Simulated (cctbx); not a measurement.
## What is wrong with this refinement?

Cell a = 4.1880 Å, b = 6.8440 Å, c = 13.6660 Å, α = 90.00°, β = 90.00°, γ = 90.00°; space group Immm (no. 71).

Simulated single-crystal data (cctbx): synchrotron X-rays, λ = 0.6889 Å, to d = 0.65 Å, 80 % of the full sphere, strongest reflection 70000 counts, noise from counting, a 4 % proportional error and a noise floor of 4 counts (s.d.); no absorption, and some extinction, which the refinements don't model.

An anisotropic refinement with weights 1/σ² prints:

```text
Rint 0.029, 38 unique reflections to 1.62 A
cycle     R1     wR2    GooF  max shift (A)
   1  0.0206  0.0752   4.333   0.00293
   2  0.0098  0.0188   1.086   0.00000
final R1 0.0098 wR2 0.0188 GooF 1.086  parameters 21  data/parameter 1.8
atom        x        y        z      Ueq    occ   su(xyz)  su(Uiso or U11)
W1     0.00000  0.50000  0.00000   0.0169  1.000  0.00000  0.0025
W2     0.50000  0.50000  0.62567   0.0167  1.000  0.00012  0.0022
Ag1    0.00000  0.80835  0.67063   0.0315  1.000  0.00031  0.0038
Ge1    0.50000  0.00000  0.71786   0.0261  1.000  0.00024  0.0035
Ge2    0.50000  0.19018  0.00000   0.0257  1.000  0.00053  0.0051
difference map: max 0.30 min -0.24 rms 0.09
Q1    0.0000  0.5000  0.3775    4    0.31  2.09 A from W2
Q2    0.0000  0.0000  0.2452    4    0.29  1.63 A from W2
Q3    0.0000  0.0000  0.0000    2    0.28  1.72 A from W2
Q4    0.0000  0.5000  0.1054    4    0.22  1.44 A from W1
Q5    0.0000  0.3522  0.0896    8    0.18  1.59 A from W1
Q6    0.0000  0.0000  0.4285    4    0.15  1.89 A from Ag1
```

**Question.** Can this result stand? If not, what is the likely fault?

Mend it. The fault: data cut at low resolution. Against the right model at the same level, R1 goes from 0.0098 to 0.0098 and GooF from 0.97 to 1.09. The atoms are right, but there are too few data for the parameters: R1 flatters and the s.u.s grow. Data per parameter fall from 21.9 to 1.8.

The compound is Ag4Ge4W3. The right model at the same level gives:

```text
Rint 0.030, 460 unique reflections to 0.65 A
cycle     R1     wR2    GooF  max shift (A)
   1  0.0527  0.1782   7.457   0.00223
   2  0.0098  0.0233   0.973   0.00000
final R1 0.0098 wR2 0.0233 GooF 0.973  parameters 21  data/parameter 21.9
atom        x        y        z      Ueq    occ   su(xyz)  su(Uiso or U11)
W1     0.00000  0.50000  0.00000   0.0142  1.000  0.00000  0.0001
W2     0.50000  0.50000  0.62581   0.0153  1.000  0.00001  0.0001
Ag1    0.00000  0.80847  0.67049   0.0296  1.000  0.00003  0.0001
Ge1    0.50000  0.00000  0.71784   0.0255  1.000  0.00003  0.0002
Ge2    0.50000  0.18974  0.00000   0.0231  1.000  0.00005  0.0002
difference map: max 0.73 min -1.05 rms 0.20
Q1    0.0000  0.0000  0.2736    4    0.75  1.52 A from Ag1
Q2    0.0000  0.3689  0.0618    8    0.66  1.23 A from W1
Q3    0.0000  0.1781  0.2550    8    0.66  1.02 A from Ag1
Q4    0.0000  0.0000  0.4335    4    0.61  1.93 A from Ag1
Q5    0.0000  0.5000  0.1195    4    0.59  1.34 A from Ge1
Q6    0.1641  0.0000  0.0000    4    0.57  1.85 A from W2
```

The model was made for the exercise: a known structure type with other elements put in, its volume estimated, not relaxed; displacement parameters are assumed.

[Middle refinement cycles are left out of these outputs.]

[Logs are printed without paths, hosts, clocks, repeated set-up lines and the standing remarks that a program may print on its own settings, such as how far it seeks lower states.]
